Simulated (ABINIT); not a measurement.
**PbSe (Clausthalite): G0W0 in ABINIT against the bands in the self-energy**

Aim: move the bands in the self-energy of a G0W0 run on PbSe (Clausthalite) over a wide range.

Program: ABINIT 10.8.3. Level of theory: PBE and many-body steps on it, plane waves. Results are calculated unless marked as measured.

## (1) The structure

It takes space group Fm-3m (No. 225, cubic). Conventional cell: a = 6.121 Å, b = 6.121 Å, c = 6.121 Å, α = 90.00°, β = 90.00°, γ = 90.00°. Pb has 6 Se at 3.06 Å nearest. Nearest to Se lie 6 Pb at 3.06 Å. Farther neighbours and most contacts between anions are not listed.

The cell and positions come from the Crystallography Open Database and are kept as given unless a step says otherwise. Spin-orbit coupling is left out unless a step names it.

## (2) Screening, 4×4×4 mesh, 529 bands, screening to 326.5 eV

This step: ABINIT 10.8.3; RPA screening on PBE, plane waves, norm-conserving pseudopotentials.

The RPA dielectric matrix is built and inverted for each q.

Contents of run.abi:

```
acell 3*1.0 Angstrom
rprim 
  -0.000000000000 3.060650000000 3.060650000000
  3.060650000000 0.000000000000 3.060650000000
  3.060650000000 3.060650000000 -0.000000000000
ntypat 2
znucl 82 34
natom 2
typat 1 2
xred 
  0.000000000000 0.000000000000 0.000000000000
  0.500000000000 0.500000000000 0.500000000000
pp_dirpath "pseudos"
pseudos "Pb.upf, Se.upf"
ecut 39
ngkpt 4 4 4
nshiftk 1
shiftk 0 0 0
kptopt 1
chksymbreak 0
istwfk *1
occopt 1
irdwfk 1
optdriver 3
nband 529
ecuteps 12
inclvkb 2
awtr 1
symchi 1
indata_prefix "in"
outdata_prefix "out"
tmpdata_prefix "tmp"
```

Launch:

```console
$ OMP_NUM_THREADS=1 mpirun -n 8 abinit run.abi > log
```

Output:

```text
.Version 10.8.3 of ABINIT. v10.8.2 released Aug 2026.

 Symmetries : space group Fm -3 m (#225); Bravais cF (face-center cubic)
[... echo of the input left out ...]
== DATASET  1 ==================================================================
-   mpi_nproc: 8, omp_nthreads: 1 (-1 if OMP is not activated)

--- !DatasetInfo
iteration_state: {dtset: 1, }
dimensions: {natom: 2, nkpt: 8, mband: 529, nsppol: 1, nspinor: 1, nspden: 1, mpw: 4573, }
cutoff_energies: {ecut:  39.0, pawecutdg:  -1.0, }
electrons: {nelect:   3.00000000E+01, charge:   0.00000000E+00, occopt:   1.00000000E+00, tsmear:   1.00000000E-02, }

 SCREENING: Calculation of the susceptibility and dielectric matrices

 Based on a program developped by R.W. Godby, V. Olevano, G. Onida, and L. Reining.
 Incorporated in ABINIT by V. Olevano, G.-M. Rignanese, and M. Torrent.
.Using double precision arithmetic ; gwpc =  8

[... cell and pseudopotentials left out ...]
--------------------------------------------------------------------------------

 ==== K-mesh for the wavefunctions ====
 Number of points in the irreducible wedge :     8
[... list of points left out ...]
 Together with 48 symmetry operations and time-reversal symmetry
 yields    64 points in the full Brillouin Zone.

 ==== Q-mesh for the screening function ====
 Number of points in the irreducible wedge :     8
[... list of points left out ...]
 Together with 48 symmetry operations and time-reversal symmetry
 yields    64 points in the full Brillouin Zone.

 setmesh: FFT mesh size selected  =    36x   36x   36
          total number of points  =        46656

 vcoul_init : cutoff-mode = AUXILIARY_FUNCTION
 q-points for optical limit:   1
     1)      0.000010    0.000020    0.000030

- screening: taking advantage of time-reversal symmetry
- Maximum band index for partially occupied states nbvw = 15
- Remaining bands to be divided among processors   nbcw = 514
- Number of bands treated by each node ~64

 Number of electrons calculated from density =   30.0000; Expected =   30.0000
 average of density, n =  0.077527
 r_s =    1.4549
 omega_plasma =   26.8585 [eV]

 calculating chi0 at frequencies [eV] :
  1    0.000000E+00    0.000000E+00
  2    0.000000E+00    2.685854E+01

--------------------------------------------------------------------------------
  q-point number  1        q = ( 0.000000, 0.000000, 0.000000) [r.l.u.]
--------------------------------------------------------------------------------
[... chi0 elements left out ...]
 For q-point:  0.000010 0.000020 0.000030
  dielectric constant = 106.5470
  dielectric constant without local fields = 116.5310

  Average fulfillment of the sum rule on Im[epsilon] for q-point    1 :    155.57  [%]
[... wings left out ...]
  q-point number  2        q = ( 0.250000, 0.000000, 0.000000) [r.l.u.]
--------------------------------------------------------------------------------
[... chi0 elements left out ...]
  Average fulfillment of the sum rule on Im[epsilon] for q-point    2 :    182.60  [%]

 [... 6 further q-points ...]
```

The job ended after 12 min (8 MPI ranks of Intel Xeon Platinum 8259CL at 2.50GHz (Skylake/Cascade Lake), shared host; peak memory 5.3 GiB; 1.6 h of CPU time).

Numbers from this step:

```
ε∞ with local fields, on this mesh, along the program's q direction : 106.5
the same without local fields                                       : 116.5
plasma frequency                                                    : 26.86 eV
plane waves in the screening matrix                                 : 749
```

Local fields lower ε∞ by 9 %. The value itself is an artefact of the mesh, where one narrow direct gap carries too much weight.

## (3) 23 bands

This step: G0W0 on PBE, plane waves, norm-conserving pseudopotentials.

Edit run.abi of step 2 so:

```diff
@@ -23,8 +23,17 @@
 irdwfk 1
-optdriver 3
-nband 529
+optdriver 4
+nband 23
+gwcalctyp 0
+ecutsigx 39
+symsigma 1
+nkptgw 2
+kptgw 
+  0.5000000000 0.0000000000 0.0000000000
+  0.0000000000 0.0000000000 0.0000000000
+bdgw 
+  13 18
+  13 18
 ecuteps 12
-inclvkb 2
-awtr 1
-symchi 1
+irdscr 1
+ppmodel 1
 indata_prefix "in"
```

Output:

```text
.Version 10.8.3 of ABINIT. v10.8.2 released Aug 2026.

 Symmetries : space group Fm -3 m (#225); Bravais cF (face-center cubic)
[... echo of the input left out ...]
== DATASET  1 ==================================================================
-   mpi_nproc: 8, omp_nthreads: 1 (-1 if OMP is not activated)

--- !DatasetInfo
iteration_state: {dtset: 1, }
dimensions: {natom: 2, nkpt: 8, mband: 23, nsppol: 1, nspinor: 1, nspden: 1, mpw: 4573, }
cutoff_energies: {ecut:  39.0, pawecutdg:  -1.0, }
electrons: {nelect:   3.00000000E+01, charge:   0.00000000E+00, occopt:   1.00000000E+00, tsmear:   1.00000000E-02, }

 SIGMA: Calculation of the GW corrections

 Based on a program developped by R.W. Godby, V. Olevano, G. Onida, and L. Reining.
 Incorporated in ABINIT by V. Olevano, G.-M. Rignanese, and M. Torrent.
.Using double precision arithmetic ; gwpc =  8

[... cell and pseudopotentials left out ...]
--------------------------------------------------------------------------------

 ==== K-mesh for the wavefunctions ====
 Number of points in the irreducible wedge :     8
[... list of points left out ...]
 Together with 48 symmetry operations and time-reversal symmetry
 yields    64 points in the full Brillouin Zone.

 ==== Q-mesh for screening function ====
 Number of points in the irreducible wedge :     8
[... list of points left out ...]
 Together with 48 symmetry operations and time-reversal symmetry
 yields    64 points in the full Brillouin Zone.

 vcoul_init : cutoff-mode = AUXILIARY_FUNCTION
 q-points for optical limit:   1
     1)      0.000010    0.000020    0.000030
 setmesh: FFT mesh size selected  =    45x   45x   45
          total number of points  =        91125

 Number of electrons calculated from density =   30.0000; Expected =   30.0000
 average of density, n =  0.077527
 r_s =    1.4549
 omega_plasma =   26.8585 [eV]

 === KS Band Gaps ===
  >>>> For spin  1
   Minimum direct gap =   0.2973 [eV], located at k-point      :   0.5000  0.0000  0.0000
   Fundamental gap    =   0.2973 [eV], Top of valence bands at :   0.5000  0.0000  0.0000
                                       Bottom of conduction at :   0.5000  0.0000  0.0000
 SIGMA fundamental parameters:
 PLASMON POLE MODEL  1
 number of plane-waves for SigmaX                 4573
 number of plane-waves for SigmaC and W            749
 number of plane-waves for wavefunctions          4573
 number of bands                                    23
 number of independent spin polarizations            1
 number of spinorial components                      1
 number of k-points in IBZ                           8
 number of q-points in IBZ                           8
 number of symmetry operations                      48
 number of k-points in BZ                           64
 number of q-points in BZ                           64
 number of frequencies for dSigma/dE                 9
 frequency step for dSigma/dE [eV]                0.25
 number of omega for Sigma on real axis              0
 max omega for Sigma on real axis  [eV]           0.00
 zcut for avoiding poles [eV]                     0.10

 EPSILON^-1 parameters (SCR file):
 dimension of the eps^-1 matrix on file            749
 dimension of the eps^-1 matrix used               749
 number of plane-waves for wavefunctions          4573
 number of bands                                   529
 number of q-points in IBZ                           8
 number of frequencies                               2
 number of real frequencies                          1
 number of imag frequencies                          1

 matrix elements of self-energy operator (all in [eV])

 Perturbative Calculation

--- !SelfEnergy_ee
iteration_state: {dtset: 1, }
kpoint     : [   0.500,    0.000,    0.000, ]
spin       : 1
KS_gap     :    0.297
QP_gap     :    0.320
Delta_QP_KS:    0.023
data: !SigmaeeData |
     Band     E0 <VxcDFT>   SigX SigC(E0)      Z dSigC/dE  Sig(E)    E-E0       E
       13   2.816 -13.265 -16.559   3.604   0.795  -0.257 -13.018   0.247   3.062
       14   2.816 -13.265 -16.559   3.604   0.795  -0.257 -13.018   0.247   3.062
       15   4.283 -13.743 -15.791   2.655   0.809  -0.236 -13.252   0.491   4.774
       16   4.580  -9.980  -7.398  -1.956   0.821  -0.217  -9.466   0.514   5.095
       17   5.984 -10.238  -7.475  -1.818   0.823  -0.215  -9.460   0.778   6.763
       18   5.984 -10.238  -7.475  -1.818   0.823  -0.215  -9.460   0.778   6.763

--- !SelfEnergy_ee
iteration_state: {dtset: 1, }
kpoint     : [   0.000,    0.000,    0.000, ]
spin       : 1
KS_gap     :    6.584
QP_gap     :    7.461
Delta_QP_KS:    0.877
data: !SigmaeeData |
     Band     E0 <VxcDFT>   SigX SigC(E0)      Z dSigC/dE  Sig(E)    E-E0       E
[...]
16   8.998 -11.271  -7.663  -2.386   0.810  -0.235 -10.282   0.989   9.988
       17   8.998 -11.271  -7.663  -2.386   0.810  -0.235 -10.282   0.989   9.988
       18   8.998 -11.271  -7.663  -2.386   0.810  -0.235 -10.282   0.989   9.988

== END DATASET(S) ==============================================================
================================================================================

 -outvars: echo values of variables after computation  --------
           etotal      0.0000000000E+00
            nband          23
             nkpt           8
          spgroup         225
 [... the other variables as echoed above ...]

 Calculation completed.
```

Wall time 18 s (8 MPI ranks); peak memory 3.4 GiB.

Numbers from this step:

| Item | Value |
| --- | --- |
| G0W0 gap on the points computed | 0.3210 eV |
| starting gap on the mesh | 0.2973 eV |
| k of the valence top | 0.5, 0, 0 |
| k of the conduction bottom | 0.5, 0, 0 |
| Z at the valence top | 0.809 |
| Z at the conduction bottom | 0.821 |
| least direct G0W0 gap on the computed points | 0.3210 eV |

## (4) 31 bands

Edit run.abi of step 3 so:

```diff
@@ -24,3 +24,3 @@
 optdriver 4
-nband 23
+nband 31
 gwcalctyp 0
```

Output:

```text
.Version 10.8.3 of ABINIT. v10.8.2 released Aug 2026.

 Symmetries : space group Fm -3 m (#225); Bravais cF (face-center cubic)
[... echo of the input left out ...]
== DATASET  1 ==================================================================
-   mpi_nproc: 8, omp_nthreads: 1 (-1 if OMP is not activated)

--- !DatasetInfo
iteration_state: {dtset: 1, }
dimensions: {natom: 2, nkpt: 8, mband: 31, nsppol: 1, nspinor: 1, nspden: 1, mpw: 4573, }
cutoff_energies: {ecut:  39.0, pawecutdg:  -1.0, }
electrons: {nelect:   3.00000000E+01, charge:   0.00000000E+00, occopt:   1.00000000E+00, tsmear:   1.00000000E-02, }

 SIGMA: Calculation of the GW corrections

 Based on a program developped by R.W. Godby, V. Olevano, G. Onida, and L. Reining.
 Incorporated in ABINIT by V. Olevano, G.-M. Rignanese, and M. Torrent.
.Using double precision arithmetic ; gwpc =  8

[... cell and pseudopotentials left out ...]
--------------------------------------------------------------------------------

 ==== K-mesh for the wavefunctions ====
 Number of points in the irreducible wedge :     8
[... list of points left out ...]
 Together with 48 symmetry operations and time-reversal symmetry
 yields    64 points in the full Brillouin Zone.

 ==== Q-mesh for screening function ====
 Number of points in the irreducible wedge :     8
[... list of points left out ...]
 Together with 48 symmetry operations and time-reversal symmetry
 yields    64 points in the full Brillouin Zone.

 vcoul_init : cutoff-mode = AUXILIARY_FUNCTION
 q-points for optical limit:   1
     1)      0.000010    0.000020    0.000030
 setmesh: FFT mesh size selected  =    45x   45x   45
          total number of points  =        91125

 Number of electrons calculated from density =   30.0000; Expected =   30.0000
[...]
number of omega for Sigma on real axis              0
 max omega for Sigma on real axis  [eV]           0.00
 zcut for avoiding poles [eV]                     0.10

 EPSILON^-1 parameters (SCR file):
 dimension of the eps^-1 matrix on file            749
 dimension of the eps^-1 matrix used               749
 number of plane-waves for wavefunctions          4573
 number of bands                                   529
 number of q-points in IBZ                           8
 number of frequencies                               2
 number of real frequencies                          1
 number of imag frequencies                          1

 matrix elements of self-energy operator (all in [eV])

 Perturbative Calculation

--- !SelfEnergy_ee
iteration_state: {dtset: 1, }
kpoint     : [   0.500,    0.000,    0.000, ]
spin       : 1
KS_gap     :    0.297
QP_gap     :    0.359
Delta_QP_KS:    0.062
data: !SigmaeeData |
     Band     E0 <VxcDFT>   SigX SigC(E0)      Z dSigC/dE  Sig(E)    E-E0       E
       13   2.816 -13.265 -16.559   3.105   0.789  -0.268 -13.414  -0.149   2.667
       14   2.816 -13.265 -16.559   3.105   0.789  -0.268 -13.414  -0.149   2.667
       15   4.283 -13.743 -15.791   2.137   0.801  -0.248 -13.672   0.071   4.354
[...]
--- !SelfEnergy_ee
iteration_state: {dtset: 1, }
kpoint     : [   0.000,    0.000,    0.000, ]
spin       : 1
KS_gap     :    6.584
QP_gap     :    7.289
Delta_QP_KS:    0.705
data: !SigmaeeData |
     Band     E0 <VxcDFT>   SigX SigC(E0)      Z dSigC/dE  Sig(E)    E-E0       E
[...]
17   8.998 -11.271  -7.663  -3.074   0.797  -0.255 -10.845   0.425   9.424
       18   8.998 -11.271  -7.663  -3.074   0.797  -0.255 -10.845   0.425   9.424

== END DATASET(S) ==============================================================
================================================================================

 -outvars: echo values of variables after computation  --------
           etotal      0.0000000000E+00
            nband          31
             nkpt           8
          spgroup         225
 [... the other variables as echoed above ...]

 Calculation completed.
```

The job ended after 22 s (8 MPI ranks; peak memory 3.5 GiB).

Numbers from this step:

```
G0W0 gap on the points computed              : 0.359 eV
starting gap on the mesh                     : 0.2973 eV
k of the valence top                         : 0.5, 0, 0
k of the conduction bottom                   : 0.5, 0, 0
Z at the valence top                         : 0.801
Z at the conduction bottom                   : 0.814
least direct G0W0 gap on the computed points : 0.359 eV
```

## (5) 61 bands

Edit run.abi of step 4 so:

```diff
@@ -24,3 +24,3 @@
 optdriver 4
-nband 31
+nband 61
 gwcalctyp 0
```

Output:

```text
.Version 10.8.3 of ABINIT. v10.8.2 released Aug 2026.

 Symmetries : space group Fm -3 m (#225); Bravais cF (face-center cubic)
[... echo of the input left out ...]
== DATASET  1 ==================================================================
-   mpi_nproc: 8, omp_nthreads: 1 (-1 if OMP is not activated)

--- !DatasetInfo
iteration_state: {dtset: 1, }
dimensions: {natom: 2, nkpt: 8, mband: 61, nsppol: 1, nspinor: 1, nspden: 1, mpw: 4573, }
cutoff_energies: {ecut:  39.0, pawecutdg:  -1.0, }
electrons: {nelect:   3.00000000E+01, charge:   0.00000000E+00, occopt:   1.00000000E+00, tsmear:   1.00000000E-02, }

 SIGMA: Calculation of the GW corrections

 Based on a program developped by R.W. Godby, V. Olevano, G. Onida, and L. Reining.
 Incorporated in ABINIT by V. Olevano, G.-M. Rignanese, and M. Torrent.
.Using double precision arithmetic ; gwpc =  8

[... cell and pseudopotentials left out ...]
--------------------------------------------------------------------------------

 ==== K-mesh for the wavefunctions ====
 Number of points in the irreducible wedge :     8
[... list of points left out ...]
 Together with 48 symmetry operations and time-reversal symmetry
 yields    64 points in the full Brillouin Zone.

 ==== Q-mesh for screening function ====
 Number of points in the irreducible wedge :     8
[... list of points left out ...]
 Together with 48 symmetry operations and time-reversal symmetry
 yields    64 points in the full Brillouin Zone.

 vcoul_init : cutoff-mode = AUXILIARY_FUNCTION
 q-points for optical limit:   1
     1)      0.000010    0.000020    0.000030
 setmesh: FFT mesh size selected  =    45x   45x   45
          total number of points  =        91125

 Number of electrons calculated from density =   30.0000; Expected =   30.0000
[...]
number of omega for Sigma on real axis              0
 max omega for Sigma on real axis  [eV]           0.00
 zcut for avoiding poles [eV]                     0.10

 EPSILON^-1 parameters (SCR file):
 dimension of the eps^-1 matrix on file            749
 dimension of the eps^-1 matrix used               749
 number of plane-waves for wavefunctions          4573
 number of bands                                   529
 number of q-points in IBZ                           8
 number of frequencies                               2
 number of real frequencies                          1
 number of imag frequencies                          1

 matrix elements of self-energy operator (all in [eV])

 Perturbative Calculation

--- !SelfEnergy_ee
iteration_state: {dtset: 1, }
kpoint     : [   0.500,    0.000,    0.000, ]
spin       : 1
KS_gap     :    0.297
QP_gap     :    0.568
Delta_QP_KS:    0.271
data: !SigmaeeData |
     Band     E0 <VxcDFT>   SigX SigC(E0)      Z dSigC/dE  Sig(E)    E-E0       E
       13   2.816 -13.265 -16.559   2.444   0.782  -0.278 -13.930  -0.665   2.151
       14   2.816 -13.265 -16.559   2.444   0.782  -0.278 -13.930  -0.665   2.151
       15   4.283 -13.743 -15.791   1.363   0.794  -0.260 -14.287  -0.543   3.740
[...]
--- !SelfEnergy_ee
iteration_state: {dtset: 1, }
kpoint     : [   0.000,    0.000,    0.000, ]
spin       : 1
KS_gap     :    6.584
QP_gap     :    7.170
Delta_QP_KS:    0.586
data: !SigmaeeData |
     Band     E0 <VxcDFT>   SigX SigC(E0)      Z dSigC/dE  Sig(E)    E-E0       E
[...]
17   8.998 -11.271  -7.663  -3.870   0.787  -0.270 -11.477  -0.206   8.792
       18   8.998 -11.271  -7.663  -3.870   0.787  -0.270 -11.477  -0.206   8.792

== END DATASET(S) ==============================================================
================================================================================

 -outvars: echo values of variables after computation  --------
           etotal      0.0000000000E+00
            nband          61
             nkpt           8
          spgroup         225
 [... the other variables as echoed above ...]

 Calculation completed.
```

Elapsed: 37 s, on 8 MPI ranks; peak memory 3.7 GiB.

Numbers from this step:

| Quantity | Value |
| --- | --- |
| G0W0 gap on the points computed | 0.5680 eV |
| starting gap on the mesh | 0.2973 eV |
| k of the valence top | 0.5, 0, 0 |
| k of the conduction bottom | 0.5, 0, 0 |
| Z at the valence top | 0.794 |
| Z at the conduction bottom | 0.808 |
| least direct G0W0 gap on the computed points | 0.5680 eV |

(Part 1 of 2 ends here.)

[Paths, hosts, dates, memory and timing lines, banners, echoed tables and standing remarks are left out of the program output.]

[Logs are printed without paths, hosts, clocks, repeated set-up lines and the standing remarks that a program may print on its own settings, such as how far it seeks lower states.]

[Runs of the session that timed out or met a known fault of the program may be left out.]

[No measured gap is set beside runs whose start may be inverted or whose files or cutoffs have a known fault.]

[Hosts, paths, dates, database ids (printed as entryN), source tags and the programs' standing remarks are cut or masked in the printed files.]

[G0W0 gaps are taken among the corrected bands and points alone; a level outside them can change the order at an edge.]

[Where Ansatz stands beside ABINIT at settings called matched, ABINIT's density can come from a denser mesh and the files from another edition; pairs whose starting gaps differed by over 0.03 eV were left out, so agreement reads better than it is.]
